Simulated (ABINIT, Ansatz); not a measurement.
# CdF2 (Fm-3m): G0W0 with ABINIT, start to end

Aim: the G0W0 gap of CdF2 (Fm-3m) on PBE, step by step.

Program: ABINIT 10.8.3. Level of theory: PBE and many-body steps on it, plane waves. Results are calculated unless marked as measured.

**1. The starting structure**

It takes space group Fm-3m (No. 225, cubic). Conventional cell: a = 5.388 Å, b = 5.388 Å, c = 5.388 Å, α = 90.00°, β = 90.00°, γ = 90.00°. Nearest to Cd lie 8 F at 2.33 Å. Nearest to F lie 4 Cd at 2.33 Å. Farther neighbours and most contacts between anions are not listed.

The cell and positions come from the Crystallography Open Database and are kept as given unless a step says otherwise.

**2. Ground state**

This step: ABINIT 10.8.3; DFT, PBE, plane waves, norm-conserving pseudopotentials.

The ground-state density comes first.

run.abi

```
acell 3*1.0 Angstrom
rprim 
  0.000000000000 2.694000000000 2.694000000000
  2.694000000000 -0.000000000000 2.694000000000
  2.694000000000 2.694000000000 -0.000000000000
ntypat 2
znucl 48 9
natom 3
typat 1 2 2
xred 
  0.000000000000 0.000000000000 0.000000000000
  0.250000000000 0.250000000000 0.250000000000
  0.750000000000 0.750000000000 0.750000000000
pp_dirpath "pseudos"
pseudos "Cd.upf, F.upf"
ecut 47
ngkpt 6 6 6
nshiftk 1
shiftk 0 0 0
kptopt 1
chksymbreak 0
nband 22
occopt 1
tolvrs 1e-10
nstep 60
prtwf 0
optforces 0
optstress 0
indata_prefix "in"
outdata_prefix "out"
tmpdata_prefix "tmp"
```

Launch:

```sh
$ OMP_NUM_THREADS=1 mpirun -n 8 abinit run.abi > log
```

Numbers of over 12 decimals in the logs are rounded to 6 here.

What it wrote:

```text
.Version 10.8.3 of ABINIT. v10.8.2 released Aug 2026.

 Symmetries : space group Fm -3 m (#225); Bravais cF (face-center cubic)
================================================================================
 Values of the parameters that define the memory need of the present run
     intxc =       0    ionmov =       0      iscf =       7    lmnmax =       6
     lnmax =       6     mgfft =      48  mpssoang =       3    mqgrid =    3001
     natom =       3  nloc_mem =       1    nspden =       1   nspinor =       1
    nsppol =       1      nsym =      48    n1xccc =    2501    ntypat =       2
    occopt =       1   xclevel =       2
-    mband =          22        mffmem =           1         mkmem =           2
       mpw =        4087          nfft =      110592          nkpt =          16
================================================================================
  Rough estimation (10% accuracy) of disk space for files :
================================================================================

--------------------------------------------------------------------------------
------------- Echo of variables that govern the present computation ------------
--------------------------------------------------------------------------------
 -outvars: echo values of preprocessed input variables --------
            acell      1.8897261259E+00  1.8897261259E+00  1.8897261259E+00 Bohr

      chksymbreak           0
             ecut      4.70000000E+01 Hartree
-          fftalg         312

              ixc     -101130
              kpt      0.00000000E+00  0.00000000E+00  0.00000000E+00
                       1.66666667E-01  0.00000000E+00  0.00000000E+00
                       3.33333333E-01  0.00000000E+00  0.00000000E+00
                       5.00000000E-01  0.00000000E+00  0.00000000E+00
                       1.66666667E-01  1.66666667E-01  0.00000000E+00
                       3.33333333E-01  1.66666667E-01  0.00000000E+00
                       5.00000000E-01  1.66666667E-01  0.00000000E+00
                      -3.33333333E-01  1.66666667E-01  0.00000000E+00
                      -1.66666667E-01  1.66666667E-01  0.00000000E+00
   [... 5 further rows ...]
                      -3.33333333E-01  3.33333333E-01  1.66666667E-01
                      -3.33333333E-01  5.00000000E-01  1.66666667E-01
         kptrlatt        6    0    0      0    6    0      0    0    6
          kptrlen      4.31979072E+01
P           mkmem           2
            natom           3
            nband          22
            ngfft          48      48      48
             nkpt          16
            nstep          60
             nsym          48
           ntypat           2
              occ      2.000000  2.000000  2.000000  2.000000  2.000000  2.000000
                       2.000000  2.000000  2.000000  2.000000  2.000000  2.000000
                       2.000000  2.000000  2.000000  2.000000  2.000000  0.000000
                       0.000000  0.000000  0.000000  0.000000
        optforces           0
        optstress           0
            prtwf           0
            rprim      0.0000000000E+00  2.6940000000E+00  2.6940000000E+00
[...]
spgroup         225

           tolvrs      1.00000000E-10

             xred      0.0000000000E+00  0.0000000000E+00  0.0000000000E+00
[...]
znucl       48.00000    9.00000

================================================================================

 chkinp: Checking input parameters for consistency.

================================================================================
== DATASET  1 ==================================================================
-   mpi_nproc: 8, omp_nthreads: 1 (-1 if OMP is not activated)

--- !DatasetInfo
iteration_state: {dtset: 1, }
dimensions: {natom: 3, nkpt: 16, mband: 22, nsppol: 1, nspinor: 1, nspden: 1, mpw: 4087, }
cutoff_energies: {ecut:  47.0, pawecutdg:  -1.0, }
electrons: {nelect:   3.40000000E+01, charge:   0.00000000E+00, occopt:   1.00000000E+00, tsmear:   1.00000000E-02, }

 Real(R)+Recip(G) space primitive vectors, cartesian coordinates (Bohr,Bohr^-1):
 R(1)=  0.0000000  5.0909222  5.0909222  G(1)= -0.0982140  0.0982140  0.0982140
 R(2)=  5.0909222  0.0000000  5.0909222  G(2)=  0.0982140 -0.0982140  0.0982140
 R(3)=  5.0909222  5.0909222  0.0000000  G(3)=  0.0982140  0.0982140 -0.0982140
 Unit cell volume ucvol=  2.6388784E+02 bohr^3
 Angles (23,13,12)=  6.00000000E+01  6.00000000E+01  6.00000000E+01 degrees

 getcut: wavevector=  0.0000  0.0000  0.0000  ngfft=  48  48  48
         ecut(hartree)=     47.000   => boxcut(ratio)=   2.16031

--- Pseudopotential description ------------------------------------------------
- Cd Generated using ONCVPSP code by D. R. Hamann
- 48.00000  20.00000  171031                  znucl, zion, pspdat
12 -101130 2 -1 1368                          pspcod,pspxc,lmax,lloc,mmax
     nproj     2     2     2
  pspatm : epsatm=   23.16453630
         --- l  ekb(1:nproj) -->
[...]
pspatm: atomic psp has been read  and splines computed

- F Generated using ONCVPSP code by D. R. Hamann
-  9.00000   7.00000  171031                  znucl, zion, pspdat
12 -101130 2 -1 832                           pspcod,pspxc,lmax,lloc,mmax
     nproj     2     2     1
  pspatm : epsatm=    4.87625608
         --- l  ekb(1:nproj) -->
[...]
2   -2.441503
 pspatm: atomic psp has been read  and splines computed

   1.11917965E+03                                ecore*ucvol(ha*bohr**3)
--------------------------------------------------------------------------------

_setup2: Arith. and geom. avg. npw (full set) are    4061.921    4061.898

================================================================================

--- !BeginCycle
iteration_state: {dtset: 1, }
solver: {iscf: 7, nstep: 60, nline: 4, wfoptalg: 0, }
tolerances: {tolvrs: 1.00E-10, }

     iter   Etot(hartree)      deltaE(h)  residm     vres2
 ETOT  1  -223.63176735040    -2.236E+02 2.725E+00 1.413E+03
 ETOT  2  -224.50298913281    -8.712E-01 8.319E-02 1.678E+03
 ETOT  3  -224.70679396403    -2.038E-01 3.108E-03 4.979E+01
 ETOT  4  -224.71139101455    -4.597E-03 5.150E-04 1.998E+01
 ETOT  5  -224.71229993558    -9.089E-04 1.976E-04 4.881E+00
 ETOT  6  -224.71308530075    -7.854E-04 9.652E-05 3.119E-02
 ETOT  7  -224.71308873447    -3.434E-06 2.095E-04 9.655E-04
 ETOT  8  -224.71308867840     5.607E-08 9.632E-05 7.982E-04
 ETOT  9  -224.71308878465    -1.063E-07 1.016E-04 4.573E-07
 ETOT 10  -224.71308878471    -6.062E-11 9.904E-05 1.592E-08
 ETOT 11  -224.71308878473    -1.879E-11 2.072E-04 9.242E-11

 At SCF step   11       vres2   =  9.24E-11 < tolvrs=  1.00E-10 =>converged.

--- !ResultsGS
iteration_state: {dtset: 1, }
comment   : Summary of ground state results
lattice_vectors:
- [  0.0000000,   5.0909222,   5.0909222, ]
- [  5.0909222,  -0.0000000,   5.0909222, ]
- [  5.0909222,   5.0909222,  -0.0000000, ]
lattice_lengths: [   7.19965,    7.19965,    7.19965, ]
lattice_angles: [ 60.000,  60.000,  60.000, ] # degrees, (23, 13, 12)
lattice_volume:   2.6388784E+02
convergence: {deltae: -1.879E-11, res2:  9.242E-11, residm:  2.072E-04, diffor:  0.000E+00, }
etotal    :  -2.24713089E+02
entropy   :   0.00000000E+00
fermie    :   1.14494563E-01
cartesian_stress_tensor: null
pressure_GPa: null
xred      :
- [  0.0000E+00,   0.0000E+00,   0.0000E+00, Cd]
- [  2.5000E-01,   2.5000E-01,   2.5000E-01,  F]
- [  7.5000E-01,   7.5000E-01,   7.5000E-01,  F]
cartesian_forces: null
force_length_stats: {min: null, max: null, mean: null, }

 Integrated electronic density in atomic spheres:
 ------------------------------------------------
 Atom  Sphere_radius  Integrated_density
[...]
2        2.00000          7.04110802
    3        2.00000          7.04110802
================================================================================

 ----iterations are completed or convergence reached----

 Mean square residual over all n,k,spin=   79.257E-08; max=  20.720E-05
 reduced coordinates (array xred) for    3 atoms
       0.000000000000      0.000000000000      0.000000000000
       0.250000000000      0.250000000000      0.250000000000
       0.750000000000      0.750000000000      0.750000000000
 rms dE/dt=  0.0000E+00; max dE/dt=  0.0000E+00; dE/dt below (all hartree)
    1       0.000000000000      0.000000000000      0.000000000000
    2       0.000000000000      0.000000000000      0.000000000000
    3       0.000000000000      0.000000000000      0.000000000000

 cartesian coordinates (angstrom) at end:
    1      0.000000     0.000000     0.000000
    2      1.347000     1.347000     1.347000
    3      4.041000     4.041000     4.041000
 length scales=  1.889726125908  1.889726125908  1.889726125908 bohr
              =  1.000000000000  1.000000000000  1.000000000000 angstroms
 prteigrs : about to open file out_EIG
 Fermi (or HOMO) energy (hartree) =   0.11449   Average Vxc (hartree)=  -0.39118
 Eigenvalues (hartree) for nkpt=  16  k points:
 kpt#   1, nband= 22, wtk=  0.00463, kpt=  0.0000  0.0000  0.0000 (reduced coord)
  -3.50241   -2.07272   -2.07272   -2.07272   -0.64666   -0.60621   -0.09030   -0.09030
  -0.09030   -0.04620   -0.04620    0.07948    0.07948    0.07948    0.09700    0.09700
   0.09700    0.23002    0.58342    0.58342    0.58342    0.76535
 prteigrs : prtvol=0 or 1, do not print more k-points.

--- !EnergyTerms
iteration_state     : {dtset: 1, }
comment             : Components of total free energy in Hartree
kinetic             :  9.42038521650966E+01
hartree             :  6.59542414518827E+01
xc                  : -3.53695288897597E+01
Ewald energy        : -1.39421659606732E+02
psp_core            :  4.24111874353286E+00
local_psp           : -2.13304577453319E+02
non_local_psp       : -1.01653519543300E+00
total_energy        : -2.24713088784732E+02
total_energy_eV     : -6.11475465344876E+03
band_energy         : -2.17913730641866E+01

== END DATASET(S) ==============================================================
================================================================================

 -outvars: echo values of variables after computation  --------
           etotal     -2.2471308878E+02
            nband          22
             nkpt          16
          spgroup         225
 [... the other variables as echoed above ...]

 Calculation completed.
```

Elapsed: 7.8 s, on 8 MPI ranks of Arm Neoverse V2, shared host; peak memory 0.66 GiB.

This step gave:

```yaml
total_energy: -6114.7547 eV
gap: 3.144 eV
k_of_the_valence_top: -0.3333, 0.5, 0.1667
k_of_the_conduction_bottom: 0, 0, 0
least_direct_gap: 3.620 eV
```

The gap is indirect, with the least direct gap 0.48 eV higher.

(Continued in part 2 of 3.)

[Paths, hosts, dates, memory and timing lines, banners, echoed tables and standing remarks are left out of the program output.]

[Logs are printed without paths, hosts, clocks, repeated set-up lines and the standing remarks that a program may print on its own settings, such as how far it seeks lower states.]

[Runs of the session that timed out or met a known fault of the program may be left out.]

[Hosts, paths, dates, database ids (printed as entryN), source tags and the programs' standing remarks are cut or masked in the printed files.]

[G0W0 gaps are taken among the corrected bands and points alone; a level outside them can change the order at an edge.]

[Where Ansatz stands beside ABINIT at settings called matched, ABINIT's density can come from a denser mesh and the files from another edition; pairs whose starting gaps differed by over 0.03 eV were left out, so agreement reads better than it is.]
